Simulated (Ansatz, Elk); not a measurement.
# Bonding as seen by X-rays: Li2AgO2

The structure of Li2AgO2 used here is made up (a known structure type with other elements) and was relaxed beforehand with PBEsol. The aim is the Fourier transform of its all-electron density, F(hkl), set beside the sum over free spherical atoms that refinements use.

Calculated with Elk 11.2.3 (patched build); DFT, PBE, all-electron APW+lo, Dirac cores, scalar-relativistic bands, static density, no spin.

The structure was built from a prototype and need not be the compound's stable phase.

### Step 1. Starting point

Symmetry: C2/m, No. 12, monoclinic system. The conventional cell has a = 6.288 Å, b = 2.966 Å, c = 5.667 Å, α = 90.00°, β = 102.19°, γ = 90.00°. Nearest to Ag lie 4 O at 2.17 Å. O has 4 Li at 1.94 to 2.00 Å and 2 Ag at 2.17 Å nearest. Nearest to Li lie 4 O at 1.94 to 2.00 Å. Farther neighbours and most contacts between anions are not listed.

Coordinates:

```cif
data_structure
_symmetry_space_group_name_H-M 'C2/m'
_symmetry_Int_Tables_number 12
_cell_length_a 6.2883
_cell_length_b 2.9661
_cell_length_c 5.6668
_cell_angle_alpha 90.000
_cell_angle_beta 102.187
_cell_angle_gamma 90.000
_cell_volume 103.31
loop_
_atom_site_label
_atom_site_type_symbol
_atom_site_symmetry_multiplicity
_atom_site_Wyckoff_symbol
_atom_site_fract_x
_atom_site_fract_y
_atom_site_fract_z
_atom_site_occupancy
Ag1 Ag 2 b 0.00000 0.50000 0.00000 1
O1 O 4 i 0.88845 0.00000 0.72127 1
Li1 Li 4 i 0.82846 0.00000 0.36245 1
```

### Step 2. Ground state and structure factors

An all-electron density is needed, since X-rays see the cores too. Task 0 finds the density and task 195 Fourier-transforms it; tshift is off so that phases refer to the origin typed.

The input, elk.in:

```
tasks
  0
  195

xctype
  20

spinpol
  .false.

rgkmax
  7.0

gmaxvr
  14.0

lmaxo
  7

lmaxapw
  8

swidth
  0.002

tshift
  .false.

ramdisk
  .false.

hmaxvr
  5.5

maxscl
  120

epspot
  1e-06

sppath
  './'

avec
  5.94113230495 -2.80254615589 -0.07666653190
  5.94113230495 2.80254615589 -0.07666653190
  -2.12541672312 0.00000000000 10.49558349188

atoms
  3
  'Ag.in'
  1
  0.5000000000 0.5000000000 0.0000000000   0.000000 0.000000 0.000000
  'O.in'
  2
  0.8884516080 0.8884516080 0.7212672080   0.000000 0.000000 0.000000
  0.1115483920 0.1115483920 0.2787327920   0.000000 0.000000 0.000000
  'Li.in'
  2
  0.8284646466 0.8284646466 0.3624504239   0.000000 0.000000 0.000000
  0.1715353534 0.1715353534 0.6375495761   0.000000 0.000000 0.000000

ngridk
  8 8 4
```

The run is started by

```console
OMP_NUM_THREADS=4 elk
```

Numbers of over 12 decimals in the logs are rounded to 6 here.

Log:

```text
┌─────────────────────────┐
│ Elk code version 11.2.3 │
└─────────────────────────┘

All units are atomic (Hartree, Bohr, etc.)

┌─────────────────────────────────────────────────┐
│ Ground-state run starting from atomic densities │
└─────────────────────────────────────────────────┘

Lattice vectors :
   5.941132305      -2.802546156     -0.7666653190E-01
   5.941132305       2.802546156     -0.7666653190E-01
  -2.125416723       0.000000000       10.49558349

Reciprocal lattice vectors :
  0.5301723037      -1.120978025      0.1073629762
  0.5301723037       1.120978025      0.1073629762
  0.7745442998E-02  0.4370216518E-18  0.6002189022

Unit cell volume      :    348.5958348
Brillouin zone volume :   0.7115696422

Muffin-tin inner radius fraction :   0.1000000000E-01

Nuclei treated as point charges

Species : 1 (Ag)
 parameters loaded from : Ag.in
 name : silver
 nuclear charge    :   -47.00000000
 electronic charge :    47.00000000
 atomic mass :    196631.6998
 muffin-tin radius :    2.396072869
 number of radial points in muffin-tin :   1193
 inner part over the whole radius :   0.9970892515E-02
 number on inner part of muffin-tin    :    848
 approximate nuclear radius :   0.8648227117E-04
 number of mesh points to nuclear radius :    427
 atomic positions (lattice), magnetic fields (Cartesian) :
  1 :   0.50000000  0.50000000  0.00000000    0.00000000  0.00000000  0.00000000

Species : 2 (O)
 parameters loaded from : O.in
 name : oxygen
 nuclear charge    :   -8.000000000
 electronic charge :    8.000000000
 atomic mass :    29165.12205
 muffin-tin radius :    1.658819679
 number of radial points in muffin-tin :    593
 inner part over the whole radius :   0.9965892454E-02
 number on inner part of muffin-tin    :    407
 approximate nuclear radius :   0.5115538663E-04
 number of mesh points to nuclear radius :    174
 atomic positions (lattice), magnetic fields (Cartesian) :
  1 :  -0.11154839 -0.11154839 -0.27873279    0.00000000  0.00000000  0.00000000
  2 :   0.11154839  0.11154839  0.27873279    0.00000000  0.00000000  0.00000000

Species : 3 (Li)
 parameters loaded from : Li.in
 name : lithium
 nuclear charge    :   -3.000000000
 electronic charge :    3.000000000
 atomic mass :    12652.66898
 muffin-tin radius :    1.800000000
 number of radial points in muffin-tin :    593
 inner part over the whole radius :   0.9806707936E-02
 number on inner part of muffin-tin    :    401
 approximate nuclear radius :   0.4000070961E-04
 number of mesh points to nuclear radius :    148
 atomic positions (lattice), magnetic fields (Cartesian) :
  1 :  -0.17153535 -0.17153535  0.36245042    0.00000000  0.00000000  0.00000000
  2 :   0.17153535  0.17153535 -0.36245042    0.00000000  0.00000000  0.00000000

Total number of atoms per unit cell :    5
Total muffin-tin volume :    144.7199414
 ratio of muffin-tin to unit cell volume :   0.4151510919

Spin treatment :
 spin-unpolarised

Number of Bravais lattice symmetries :    4
Number of crystal symmetries         :    4
Crystal has inversion symmetry
Real symmetric eigensolver will be used

k-point grid :      8     8     4
k-point offset :    0.000000000       0.000000000       0.000000000
k-point set is reduced with full crystal symmetry group
Total number of k-points :       78

Muffin-tin radius times maximum |G+k| :    7.000000000
 using average radius
Maximum |G+k| for APW functions       :    3.757900089
Maximum (1/2)|G+k|²                   :    7.060906538
Maximum |G| for potential and density :    14.00000000
Constant for pseudocharge density :    8
 order of it for each species :   15  15  15
 order of it for pair densities of each species (exact exchange by exxq0 0: 16) :   15   7   9
Radial integration step length :    1

G-vector grid sizes :     30    30    48
Number of G-vectors :    16169

Maximum angular momentum used for
 APW functions            :    8
 outer part of muffin-tin :    7
 inner part of muffin-tin :    2

Total nuclear charge    :   -69.00000000
[...]
Estimated direct band gap   :   0.1328498921E-01
 at k-point 21

Charges :
 core                        :    32.00000000
 valence                     :    37.00000000
 interstitial                :    4.351310602
 muffin-tins (core leakage)
  species : 1 (Ag)
   atom 1                    :    44.43740534     ( -0.3160429500E-06)
  species : 2 (O)
   atom 1                    :    7.879251148     ( -0.2224227869E-06)
   atom 2                    :    7.879251148     ( -0.2224227869E-06)
  species : 3 (Li)
   atom 1                    :    2.226390879     (   0.000000000    )
   atom 2                    :    2.226390879     (   0.000000000    )
 total in muffin-tins        :    64.64868940
 total calculated charge     :    68.99690055
 total charge                :    69.00000000
 error                       :   0.3099450775E-02

RMS change in Kohn-Sham potential (target) :    8.049899791     (  0.1000000000E-05)
Absolute change in total energy (target)   :    6.086898633     (  0.1000000000E-03)

[... loops 3 to 17 left out ...]

┌──────────────────┐
│ Loop number : 18 │
└──────────────────┘

Energies :
 Fermi                       :     0.150658
 sum of occupied eigenvalues :     -3268.3964133803
 electron kinetic            :      5728.6471204024
 core electron kinetic       :      5483.4911699789
 Coulomb                     :     -11041.164869007
 Coulomb potential           :     -8775.1351575115
 nuclear-nuclear             :     -515.17578170905
 electron-nuclear            :     -12288.699224635
 Hartree                     :      1762.7101373372
 Madelung                    :     -6653.5972902510
 xc potential                :     -221.90837627118
 exchange                    :     -167.17750050817
 correlation                 :     -3.224103
 electron entropic           :    -0.11797017716284E-02
 total energy                :     -5482.9205314073

Density of states at Fermi energy :    93.27087740
 (states/Hartree/unit cell)

Estimated indirect band gap :   0.3734236941E-03
 from k-point 19 to k-point 14
Estimated direct band gap   :   0.4875541466E-01
 at k-point 75

Charges :
 core                        :    32.00000000
 valence                     :    37.00000000
 interstitial                :    4.487201746
 muffin-tins (core leakage)
  species : 1 (Ag)
[...]
species : 2 (O)
[...]
species : 3 (Li)
   atom 1                    :    2.241891820     (   0.000000000    )
   atom 2                    :    2.241891820     (   0.000000000    )
 total in muffin-tins        :    64.51279825
 total calculated charge     :    68.99719168
 total charge                :    69.00000000
 error                       :   0.2808322526E-02

RMS change in Kohn-Sham potential (target) :   0.4471729977E-06 (  0.1000000000E-05)
Absolute change in total energy (target)   :   0.5541187420E-07 (  0.1000000000E-03)

Convergence targets achieved

┌──────────────────┐
│ Loop number : 19 │
└──────────────────┘

Energies :
 Fermi                       :     0.150658
 sum of occupied eigenvalues :     -3268.3964180237
 electron kinetic            :      5728.6471187605
 core electron kinetic       :      5483.4911658862
 Coulomb                     :     -11041.164872831
 Coulomb potential           :     -8775.1351497648
 nuclear-nuclear             :     -515.17578170905
 electron-nuclear            :     -12288.699240009
 Hartree                     :      1762.7101488875
 Madelung                    :     -6653.5972979485
 xc potential                :     -221.90838701934
 exchange                    :     -167.17750061560
 correlation                 :     -3.224103
 electron entropic           :    -0.11797015732271E-02
 total energy                :     -5482.9205369992

Density of states at Fermi energy :    93.27086196
 (states/Hartree/unit cell)

Estimated indirect band gap :   0.3734238564E-03
 from k-point 19 to k-point 14
Estimated direct band gap   :   0.4875540821E-01
 at k-point 75

Charges :
 core                        :    32.00000000
 valence                     :    37.00000000
 interstitial                :    4.487201848
 muffin-tins (core leakage)
  species : 1 (Ag)
   atom 1                    :    45.48617416     ( -0.3164341393E-06)
  species : 2 (O)
   atom 1                    :    7.271420185     ( -0.2208432224E-06)
   atom 2                    :    7.271420185     ( -0.2208432224E-06)
  species : 3 (Li)
   atom 1                    :    2.241891812     (   0.000000000    )
   atom 2                    :    2.241891812     (   0.000000000    )
 total in muffin-tins        :    64.51279815
 total calculated charge     :    68.99719168
 total charge                :    69.00000000
 error                       :   0.2808322642E-02

┌──────────────────────────────┐
│ Self-consistent loop stopped │
└──────────────────────────────┘

Wrote STATE.OUT
```

Run time: 44 s. Hardware: 4 threads of Arm Neoverse V2, shared host; peak memory 0.17 GiB; 2.6 min of CPU time.

SFACRHO.OUT:

```text

h k l indices transformed by vhmat matrix:
   1.000000000       0.000000000       0.000000000    
   0.000000000       1.000000000       0.000000000    
   0.000000000       0.000000000       1.000000000    

      h      k      l  multipl.   |H|            Re(F)            Im(F)           |F|

      0      0      0      1   0.0000000       69.000002      0.44207060E-17   69.000002    
      0      0     -1      2  0.60026888       38.410442     -0.10582554E-14   38.410442    
     -1     -1      0      2   1.0818678       40.209507      0.42783755E-13   40.209507    
     -1     -1      1      2   1.1209682       50.863612      0.44144369E-13   50.863612    
      0      0      2      2   1.2005378       26.874473      0.15117934E-14   26.874473    
     -1      0      0      4   1.2446691      -27.654530     -0.21165108E-13   27.654530    
      1      0     -1      4   1.3313259      -35.655078      0.53290719E-14   35.655078    
      1      1      1      2   1.3434848       29.706337     -0.44938060E-13   29.706337    
     -1      0     -1      4   1.4306010      -44.548833     -0.19955673E-13   44.548833    
     -1     -1      2      2   1.4364356       34.461586      0.11338451E-13   34.461586    
     -1      0      2      4   1.6481205      -42.006225     -0.19804494E-13   42.006225    
      1      1      2      2   1.7776700       33.674639     -0.37190119E-13   33.674639    
      0      0      3      2   1.8008066       41.508850      0.30235869E-15   41.508850    
      0      1      2      4   1.8068434      -41.292899      0.57448151E-14   41.292899    
     -1     -1      3      2   1.8949327       23.810290      0.36131863E-13   23.810290    
     -1     -2      1      4   1.9593656      -22.602691     -0.67123629E-13   22.602691    
     -1     -2      0      4   1.9723278      -39.699264     -0.14154166E-13   39.699264    
      0      1     -3      4   2.0930407      -32.973842      0.18595059E-13   32.973842
```

Elk indexes on the primitive cell of elk.in and gives |H| = 4π sin θ/λ in inverse bohr. Below, one row stands for each form hkl of the conventional cell (m members, Friedel mates merged), F is for one primitive cell and the density is static (no thermal factor). Free-atom factors are Waasmaier and Kirfel's, and R is Σm||F|−|F'||/Σm|F|.

| hkl | m | sin θ/λ (Å⁻¹) | abs F, DFT | neutral atoms | diff. | ions | diff. |
| --- | --- | --- | --- | --- | --- | --- | --- |
| 001 | 2 | 0.090 | 38.410 | 38.818 | -0.408 | 37.591 | +0.819 |
| 200 | 2 | 0.163 | 40.209 | 40.463 | -0.254 | 40.253 | -0.044 |
| 2 0 -1 | 2 | 0.169 | 50.864 | 50.612 | +0.252 | 51.292 | -0.429 |
| 002 | 2 | 0.180 | 26.875 | 27.626 | -0.751 | 26.419 | +0.456 |
| 110 | 4 | 0.187 | 27.654 | 28.320 | -0.666 | 27.379 | +0.275 |
| 1 1 -1 | 4 | 0.200 | 35.655 | 35.958 | -0.303 | 35.450 | +0.205 |
| 201 | 2 | 0.202 | 29.706 | 30.303 | -0.597 | 29.498 | +0.209 |
| 111 | 4 | 0.215 | 44.549 | 44.293 | +0.256 | 44.488 | +0.061 |
| 2 0 -2 | 2 | 0.216 | 34.462 | 34.878 | -0.416 | 34.528 | -0.066 |
| 1 1 -2 | 4 | 0.248 | 42.006 | 41.848 | +0.159 | 41.930 | +0.076 |
| 202 | 2 | 0.267 | 33.675 | 33.597 | +0.077 | 33.562 | +0.112 |
| 003 | 2 | 0.271 | 41.509 | 41.336 | +0.173 | 41.377 | +0.131 |
| 112 | 4 | 0.272 | 41.293 | 41.302 | -0.009 | 41.344 | -0.051 |
| 2 0 -3 | 2 | 0.285 | 23.810 | 23.913 | -0.102 | 23.899 | -0.089 |

The ions are Li+, Ag2+ and O2−, by formal charge.

### Step 3. The highest occupied states alone

An energy window below the Fermi level keeps the highest occupied states, to see at which angles they scatter; shallow core shells can lie inside it and anion s states outside. No new self-consistency is needed.

Changes to elk.in since step 2:

```diff
@@ -1,3 +1,2 @@
 tasks
-  0
   195
@@ -40,2 +39,5 @@
 
+wsfac
+  -0.290330 0.450660
+
 sppath
```

The run is started by

```console
OMP_NUM_THREADS=4 elk
```

Log:

```text
┌─────────────────────────────────┐
│ Elk code version 11.2.3 started │
└─────────────────────────────────┘

Info(readinput): the functional depends on the density's gradient
 muffin-tin radial points multiplied by    2.00000
 (not where nrmtscf is given)

┌────────────────────┐
│ Current task : 195 │
└────────────────────┘
Info(checkmt): changed muffin-tin radius of species 1 (Ag) from   2.6000 to   2.3961
Info(checkmt): changed muffin-tin radius of species 2 (O) from   1.8000 to   1.6588

Info(sfacrho): density structure factors written to SFACRHO.OUT

 Energy window :  -0.2903300000      0.4506600000

┌──────────────────┐
│ Elk code stopped │
└──────────────────┘
```

Elapsed: 5.3 s, on 4 threads; peak memory 0.17 GiB; 7.8 s of CPU time.

States within 12 eV below the Fermi level hold 21.00 electrons; any levels below the window count with the cores. Their amplitudes can exceed the total, where window and core parts have opposite phase:

| hkl | sin θ/λ (Å⁻¹) | abs F, window | abs F, all |
| --- | --- | --- | --- |
| 001 | 0.090 | 6.828 | 38.410 |
| 200 | 0.163 | 7.070 | 40.209 |
| 2 0 -1 | 0.169 | 11.757 | 50.864 |
| 002 | 0.180 | 0.115 | 26.875 |
| 110 | 0.187 | 0.992 | 27.654 |
| 1 1 -1 | 0.200 | 2.423 | 35.655 |
| 201 | 0.202 | 0.404 | 29.706 |
| 111 | 0.215 | 8.581 | 44.549 |
| 2 0 -2 | 0.216 | 1.839 | 34.462 |
| 1 1 -2 | 0.248 | 7.619 | 42.006 |

### Step 4. Another functional

The difference from free atoms is small, so it is set against the change that PBEsol makes.

Changes to elk.in since step 3:

```diff
@@ -1,2 +1,3 @@
 tasks
+  0
   195
@@ -4,3 +5,3 @@
 xctype
-  20
+  22
 
@@ -39,5 +40,2 @@
 
-wsfac
-  -0.290330 0.450660
-
 sppath
```

The run is started by

```console
OMP_NUM_THREADS=4 elk
```

Log:

```text
┌─────────────────────────┐
│ Elk code version 11.2.3 │
└─────────────────────────┘

All units are atomic (Hartree, Bohr, etc.)

┌─────────────────────────────────────────────────┐
│ Ground-state run starting from atomic densities │
└─────────────────────────────────────────────────┘

Lattice vectors :
   5.941132305      -2.802546156     -0.7666653190E-01
   5.941132305       2.802546156     -0.7666653190E-01
  -2.125416723       0.000000000       10.49558349

Reciprocal lattice vectors :
[...]
species : 2 (O)
   atom 1                    :    7.248308668     ( -0.2188030881E-06)
   atom 2                    :    7.248308668     ( -0.2188030881E-06)
  species : 3 (Li)
   atom 1                    :    2.243789088     (   0.000000000    )
   atom 2                    :    2.243789088     (   0.000000000    )
 total in muffin-tins        :    64.46612112
 total calculated charge     :    68.99720998
 total charge                :    69.00000000
 error                       :   0.2790016957E-02

┌──────────────────────────────┐
│ Self-consistent loop stopped │
└──────────────────────────────┘

Wrote STATE.OUT
[key lines of the parts left out:]
total energy                :     -5479.8004213462
```

Wall time 47 s (4 threads); peak memory 0.17 GiB; 2.8 min of CPU time.

Against the first run R = 0.04 %; the largest change is -0.050 at 2 0 -1.

### Step 5. Basis size

A smaller basis shows how fast F responds to it; the change is likely larger than the basis error of the first run, but doesn't show convergence.

Changes to elk.in since step 4:

```diff
@@ -5,3 +5,3 @@
 xctype
-  22
+  20
 
@@ -11,3 +11,3 @@
 rgkmax
-  7.0
+  5.5
```

The run is started by

```console
OMP_NUM_THREADS=4 elk
```

Log:

```text
┌─────────────────────────┐
│ Elk code version 11.2.3 │
└─────────────────────────┘

All units are atomic (Hartree, Bohr, etc.)

┌─────────────────────────────────────────────────┐
│ Ground-state run starting from atomic densities │
└─────────────────────────────────────────────────┘

Lattice vectors :
   5.941132305      -2.802546156     -0.7666653190E-01
   5.941132305       2.802546156     -0.7666653190E-01
  -2.125416723       0.000000000       10.49558349

Reciprocal lattice vectors :
[...]
species : 2 (O)
   atom 1                    :    7.230210437     ( -0.2210225065E-06)
   atom 2                    :    7.230210437     ( -0.2210225065E-06)
  species : 3 (Li)
   atom 1                    :    2.240225047     (   0.000000000    )
   atom 2                    :    2.240225047     (   0.000000000    )
 total in muffin-tins        :    64.40623546
 total calculated charge     :    68.99723859
 total charge                :    69.00000000
 error                       :   0.2761411550E-02

┌──────────────────────────────┐
│ Self-consistent loop stopped │
└──────────────────────────────┘

Wrote STATE.OUT
[key lines of the parts left out:]
total energy                :     -5482.8460376378
```

Run time: 29 s. Hardware: 4 threads; peak memory 0.17 GiB; 98 s of CPU time.

Against the first run R = 0.06 %; the largest change is +0.038 at 113.

### Step 6. Settings against the effect

| run | R against the first run (%) | R against neutral atoms, low angle (%) | wall time |
| --- | --- | --- | --- |
| PBE, rgkmax 7 | 0.00 | 0.76 | 44 s |
| PBEsol | 0.04 | 0.73 | 47 s |
| rgkmax 5.5 | 0.06 | 0.73 | 29 s |

### Step 7. Outcome

```yaml
r_against_neutral_atoms_sin_theta_lambda_0p3_a_minus1: 0.76 %
r_against_neutral_atoms_0p3_to_0p65_a_minus1: 0.29 %
r_against_ions_below_0p3_a_minus1: 0.51 %
```

Independent neutral atoms miss the calculated amplitudes by R = 0.76 % below 0.3 Å⁻¹ and 0.29 % from there to 0.65 Å⁻¹; by shells, 1.06 % below 0.15 Å⁻¹ (1 form), 0.74 % 0.15 to 0.3 (15 forms), 0.27 % 0.3 to 0.45 (35 forms), 0.31 % above 0.45 (98 forms). Bonding, aspherical density and the tables' own atoms all enter these figures, and the runs don't part them. The largest change of an amplitude is -0.75 electrons, at 002. Formal ions give R = 0.51 % at low angle, nearer than neutral atoms. The window's part falls from 21.0 electrons at the origin to at most 1.01 between 0.45 and 0.65 Å⁻¹, where compact states inside the window still scatter. Below 0.3 Å⁻¹ the changes that finished (PBEsol and rgkmax 5.5) move F by R = 0.07 % at most, against the 0.76 % that separates it from free atoms. The k-mesh has no finished test. These runs have no spin, though d or f shells may be open. The electron count is odd, so without spin the run is a metal by force. Part of the difference isn't bonding: the tables are fits to free atoms and ions calculated by other methods than this functional. Thermal motion, anomalous dispersion and extinction are left out.

[Logs are printed without paths, hosts, clocks, repeated set-up lines and the standing remarks that a program may print on its own settings, such as how far it seeks lower states.]

[Hosts, paths, dates, database ids (printed as entryN), source tags and the programs' standing remarks are cut or masked in the printed files.]
